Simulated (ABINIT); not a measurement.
An input for ABINIT 10.8.3 (PbS (Galena)):

```
acell 3*1.0 Angstrom
rprim 
  0.000000000000 2.965750000000 2.965750000000
  2.965750000000 0.000000000000 2.965750000000
  2.965750000000 2.965750000000 0.000000000000
ntypat 2
znucl 82 16
natom 2
typat 1 2
xred 
  0.000000000000 0.000000000000 0.000000000000
  0.500000000000 0.500000000000 0.500000000000
pp_dirpath "pseudos"
pseudos "Pb.upf, S.upf"
ecut 32
ngkpt 4 4 4
nshiftk 1
shiftk 0 0 0
kptopt 1
chksymbreak 0
irdden 1
istwfk *1
nband 91
prtvol 0
optdriver 6
gwr_task "HDIAGO"
paral_kgb 0
occopt 1
indata_prefix "in"
outdata_prefix "out"
tmpdata_prefix "tmp"
```

The database entry behind the starting cell differs from later determinations by our own check (about 0.1 % short), so it need not match the best structure at ambient conditions.

```sh
OMP_NUM_THREADS=1 mpirun -n 4 abinit run.abi > log
```

Q: How long will it take on 4 MPI ranks of AMD EPYC 9R14 (Zen 4), shared host, and how much memory?

It took 24 s; on shared hardware allow 12 s to 48 s. Peak host memory was 2.3 GiB.

[Paths, hosts, dates, memory and timing lines, banners, echoed tables and standing remarks are left out of the program output.]

[Logs are printed without paths, hosts, clocks, repeated set-up lines and the standing remarks that a program may print on its own settings, such as how far it seeks lower states.]

[Runs of the session that timed out or met a known fault of the program may be left out.]

[Hosts, paths, dates, database ids (printed as entryN), source tags and the programs' standing remarks are cut or masked in the printed files.]

[G0W0 gaps are taken among the corrected bands and points alone; a level outside them can change the order at an edge.]

[Where Ansatz stands beside ABINIT at settings called matched, ABINIT's density can come from a denser mesh and the files from another edition; pairs whose starting gaps differed by over 0.03 eV were left out, so agreement reads better than it is.]
